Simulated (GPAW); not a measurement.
# How Si2Ni absorbs and reflects light, part 2 of 2

Aim: the dielectric function of Si2Ni, and the optical constants that follow from it.

GPAW 26.7.0; DFT, PBE, plane-wave PAW (GPAW data sets), scalar-relativistic, RPA, optical limit.

So far. Step 2 (Ground state): There are states at the Fermi level within the smearing, so the occupations stay smeared and the carriers get a Drude term.

### 4. Dielectric function, RPA

Transitions between filled and empty bands, summed over the zone, give the optical response, so mesh, band count and broadening shape it.

The induced potential is part of this response.

This step: DFT, PBE, plane-wave PAW (GPAW data sets), scalar-relativistic, RPA, optical limit (GPAW 26.7.0).

Contents of df.py:

```python
from gpaw.response.df import DielectricFunction

df = DielectricFunction('full.gpw', frequencies={'type': 'nonlinear', 'domega0': 0.03, 'omega2': 8},
                        ecut=50,
                        eta=0.15,
                        nbands=43,
                        rate=0.05,
                        txt='df.txt')
for direction in ['x']:
    df.get_dielectric_function(xc='RPA', direction=direction, filename=f'df_{direction}.csv')
```

On the command line:

```bash
$ OMP_NUM_THREADS=1 python df.py
```

Numbers of over 12 decimals in the logs are rounded to 6 here.

Log:

```text
Using integrator: PointIntegrator
NonLinearFrequencyDescriptor(from 0.000 to 105.287 eV, 545 points)
Nonperiodic BCs:  [False False False]
Using integrator: PointIntegrator
NonLinearFrequencyDescriptor(from 0.000 to 105.287 eV, 545 points)
Nonperiodic BCs:  [False False False]
Using integrator: PointIntegrator

Calculating chi0 body with:
    Ground state adapter containing:
    Number of spins: 1
    Number of kpoints: 2744
    Number of irreducible kpoints: 104
    Number of completely occupied states: 9
    Number of partially occupied states: 13

    Linear response parametrization:
    q_c: [0.0, 0.0, 0.0]
    Number of frequency points: 545
    Planewave cutoff: 50.0
    Number of bands: 43
    Number of planewaves: 27
    Broadening (eta): 0.15

Integrating chi0 body.

Symmetries of q_c:
    Direct symmetries (Uq -> q): 48
    Indirect symmetries (TUq -> q): 0
In total 48 allowed symmetries.

104 groups of equivalent kpoints. 96.209913% reduction.

Integral kind: spectral function

Calculating chi0 optical extensions with:
    Ground state adapter containing:
    Number of spins: 1
    Number of kpoints: 2744
    Number of irreducible kpoints: 104
    Number of completely occupied states: 9
    Number of partially occupied states: 13

    Linear response parametrization:
    Number of frequency points: 545
    Planewave cutoff: 50.0
    Number of bands: 43
    Number of planewaves: 27
    Broadening (eta): 0.15
Integrating chi0 head and wings.

Symmetries of q_c:
    Direct symmetries (Uq -> q): 48
    Indirect symmetries (TUq -> q): 0
In total 48 allowed symmetries.

104 groups of equivalent kpoints. 96.209913% reduction.

Integral kind: spectral function wings

Calculating drude chi0 with:
    Number of frequency points:545
    Plasma frequency decay rate: 0.05 eV

    Ground state adapter containing:
    Number of spins: 1
    Number of kpoints: 2744
    Number of irreducible kpoints: 104
    Number of completely occupied states: 9
    Number of partially occupied states: 13

Symmetries of q_c:
    Direct symmetries (Uq -> q): 48
    Indirect symmetries (TUq -> q): 0
In total 48 allowed symmetries.

104 groups of equivalent kpoints. 96.209913% reduction.

Integral kind: intraband
Plasma frequency:
[[4.6+0.j 0. -0.j 0. -0.j]
 [0. -0.j 4.6+0.j 0. +0.j]
 [0. -0.j 0. +0.j 4.6+0.j]]
```

Elapsed: 15 s, on 1 thread of Arm Neoverse V2, shared host; peak memory 0.25 GiB.

Some rows of df_x.csv (energy; Re and Im without local fields; Re and Im with them):

```text
0.000000, 8538.473654, 0.000000, 8537.967550, 0.000000
0.460735, -55.288560, 73.905351, -55.747677, 73.902967
0.943989, -12.512434, 19.174256, -13.056365, 19.183683
1.451455, 7.870218, 11.482540, 7.060695, 11.297923
1.984998, 12.532858, 14.766275, 11.701916, 14.257080
2.546682, 10.381719, 22.392720, 9.974174, 21.323976
3.138794, -3.295722, 18.933414, -3.042246, 18.497110
3.763875, -0.852514, 11.980249, -0.755305, 11.617292
4.424758, 1.426192, 11.595523, 1.496219, 11.194306
5.124608, -2.598246, 13.276774, -2.278910, 12.981699
5.866977, -2.943367, 11.289626, -2.585731, 11.070212
6.655862, -5.458391, 6.835738, -5.425570, 6.765047
7.495775, -4.447255, 5.070837, -4.336746, 5.037476
8.391833, -3.699415, 3.537079, -3.587621, 3.496004
9.349861, -3.155773, 2.344097, -3.069665, 2.309218
10.376517, -2.411397, 1.622488, -2.329666, 1.623146
11.479449, -1.720283, 1.212946, -1.664698, 1.220797
12.667487, -1.389449, 0.815280, -1.359315, 0.816659
13.950874, -0.989759, 0.582246, -0.958774, 0.604963
```

Sum at mesh points, not converged in k. The Im ε, E ∥ x by photon energy; read off at these points:

photon energy (eV), Im ε, E ∥ x and a bar:
```
     0.50       71.0 ##############################
     1.00       17.7 #######
     1.50       12.3 #####
     2.00       14.4 ######
     2.50       20.6 ########
     2.74       24.2 ##########
     3.00       22.7 #########
     3.50       13.6 ######
     4.00       11.5 #####
     4.50       11.5 #####
     5.00       13.5 #####
     5.50       10.7 ####
     6.00       11.1 ####
     6.50        7.7 ###
     7.00        6.0 ##
     7.50        5.0 ##
     8.00        3.8 #
     8.50        3.5 #
     9.00        2.7 #
     9.50        2.2 #
    10.00        1.9 #
    10.50        1.6 
    11.00        1.3 
    11.50        1.2 
    12.00        1.1 
    12.50        0.9 
    13.00        0.8 
    13.50        0.7
```

Values under 1 per cm are given as 1; sum at mesh points, not converged in k. The absorption coefficient, E ∥ x by photon energy:

photon energy (eV), log10 absorption coefficient, E ∥ x (1/cm) and a bar from the least value:
```
    0.492        5.6 #######
    1.010        5.6 ######
    1.486        5.4 
    1.985        5.6 #####
    2.508        5.8 ##############
    3.018        6.0 #####################
    3.510        6.0 #####################
    3.980        6.0 ####################
    4.516        6.0 #####################
    4.981        6.1 #########################
    5.515        6.2 ###########################
    6.021        6.2 #############################
    6.494        6.3 ##############################
    6.985        6.2 #############################
    7.496        6.3 ##############################
    8.026        6.2 #############################
    8.516        6.3 ##############################
    9.023        6.3 ##############################
    9.483        6.2 #############################
   10.026        6.2 #############################
   10.519        6.2 #############################
   11.029        6.2 ############################
   11.479        6.2 ############################
   12.023        6.2 ############################
   12.504        6.2 ############################
   13.000        6.2 ###########################
   13.512        6.2 ###########################
```

Sum at mesh points, not converged in k. Table of reflectivity at normal incidence, E ∥ x by photon energy; read off at these points:

| photon energy (eV) | reflectivity at normal incidence, E ∥ x (%) |
| --- | --- |
| 0.50 | 82.9 |
| 1.00 | 66.1 |
| 1.50 | 40.0 |
| 2.00 | 43.1 |
| 2.50 | 49.3 |
| 3.00 | 56.5 |
| 3.50 | 52.0 |
| 4.00 | 45.0 |
| 4.50 | 41.9 |
| 5.00 | 49.2 |
| 5.50 | 50.0 |
| 6.00 | 52.3 |
| 6.50 | 58.6 |
| 7.00 | 56.6 |
| 7.50 | 56.1 |
| 7.85 | 59.4 |
| 8.00 | 57.7 |
| 8.50 | 56.1 |
| 9.00 | 58.4 |
| 9.50 | 58.4 |
| 10.00 | 57.3 |
| 10.50 | 56.8 |
| 11.00 | 58.6 |
| 11.50 | 54.6 |
| 12.00 | 56.4 |
| 12.50 | 59.4 |
| 13.00 | 57.2 |
| 13.50 | 55.3 |

Sum at mesh points, not converged in k. Table of loss function −Im 1/ε at q → 0, E ∥ x by energy loss; read off at these points:

| energy loss (eV) | loss function −Im 1/ε at q → 0, E ∥ x |
| --- | --- |
| 0.50 | 0.00894 |
| 1.00 | 0.0410 |
| 1.31 | 0.0918 |
| 1.50 | 0.0565 |
| 2.00 | 0.0413 |
| 2.50 | 0.0393 |
| 3.00 | 0.0439 |
| 3.50 | 0.0704 |
| 4.00 | 0.0870 |
| 4.50 | 0.0850 |
| 5.00 | 0.0735 |
| 5.50 | 0.0870 |
| 6.00 | 0.0808 |
| 6.50 | 0.0828 |
| 7.00 | 0.102 |
| 7.50 | 0.114 |
| 8.00 | 0.125 |
| 8.50 | 0.141 |
| 9.00 | 0.147 |
| 9.50 | 0.166 |
| 10.00 | 0.188 |
| 10.50 | 0.213 |
| 11.00 | 0.228 |
| 11.50 | 0.289 |
| 12.00 | 0.285 |
| 12.50 | 0.300 |
| 13.00 | 0.374 |
| 13.50 | 0.442 |

Sum at mesh points, not converged in k. Table of Im ε, E ∥ x by photon energy; read off at these points:

| photon energy (eV) | without local fields | with local fields |
| --- | --- | --- |
| 0.50 | 71.0 | 71.0 |
| 1.00 | 17.7 | 17.7 |
| 1.50 | 12.6 | 12.3 |
| 2.00 | 14.9 | 14.4 |
| 2.50 | 21.6 | 20.6 |
| 2.74 | 25.4 | 24.2 |
| 3.00 | 23.4 | 22.7 |
| 3.50 | 14.0 | 13.6 |
| 4.00 | 11.8 | 11.5 |
| 4.50 | 11.9 | 11.5 |
| 5.00 | 13.8 | 13.5 |
| 5.50 | 10.8 | 10.7 |
| 6.00 | 11.2 | 11.1 |
| 6.50 | 7.68 | 7.72 |
| 7.00 | 6.04 | 5.96 |
| 7.50 | 5.07 | 5.04 |
| 8.00 | 3.85 | 3.80 |
| 8.50 | 3.50 | 3.46 |
| 9.00 | 2.78 | 2.74 |
| 9.50 | 2.25 | 2.20 |
| 10.00 | 1.96 | 1.95 |
| 10.50 | 1.65 | 1.65 |
| 11.00 | 1.29 | 1.32 |
| 11.50 | 1.22 | 1.22 |
| 12.00 | 1.09 | 1.12 |
| 12.50 | 0.847 | 0.863 |
| 13.00 | 0.751 | 0.754 |
| 13.50 | 0.683 | 0.697 |

At chosen wavelengths:

| wavelength (nm) | n | k | R (%) | 1/α |
| --- | --- | --- | --- | --- |
| 1064 | 2.15 | 2.957 | 53.9 | 29 nm |
| 633 | 3.84 | 1.830 | 42.6 | 28 nm |
| 532 | 4.11 | 2.472 | 49.0 | 17 nm |
| 365 | 2.54 | 3.043 | 53.4 | 9.5 nm |
| 308 | 2.36 | 2.415 | 44.9 | 10 nm |
| 248 | 2.48 | 2.720 | 49.2 | 7.3 nm |
| 193 | 1.47 | 2.839 | 58.5 | 5.4 nm |

A polished face would reflect 47 % of daylight and look faintly blue (CIE x = 0.297, y = 0.316 under D65).

### 5. Outcome

At this level (PBE, RPA) Si2Ni is a metal. The mesh is too coarse to trust the carriers' weight, the reflectivity or the colour to better than tens of per cent. A polished face would reflect 47 % of daylight and look faintly blue (CIE x = 0.297, y = 0.316 under D65). The carriers' damping of 0.05 eV is typed, not computed; it shapes the response at the lowest energies. The run has no spin polarisation; magnetic order or correlation, untested here, could change the spectrum. In this version of GPAW the matrix elements of the optical limit are incomplete, which can lower ε − 1 by up to a tenth where first-row anions or d states rule, and shift it by more in d metals. GPAW's carrier term has the form −ωp²/(ω + i·rate)², which damps like twice the rate and fails at low energy, so the curves leave the lowest energies out. The sum runs over mesh points 0.14 Å⁻¹ apart with no interpolation, so peaks are partly noise of the mesh, and the Drude plasma energy, a sum over the Fermi surface, isn't converged.

[Machine, clock and banner lines and Python warnings are left out of the logs.]

[Logs are printed without paths, hosts, clocks, repeated set-up lines and the standing remarks that a program may print on its own settings, such as how far it seeks lower states.]

[Hosts, paths, dates, database ids (printed as entryN), source tags and the programs' standing remarks are cut or masked in the printed files.]
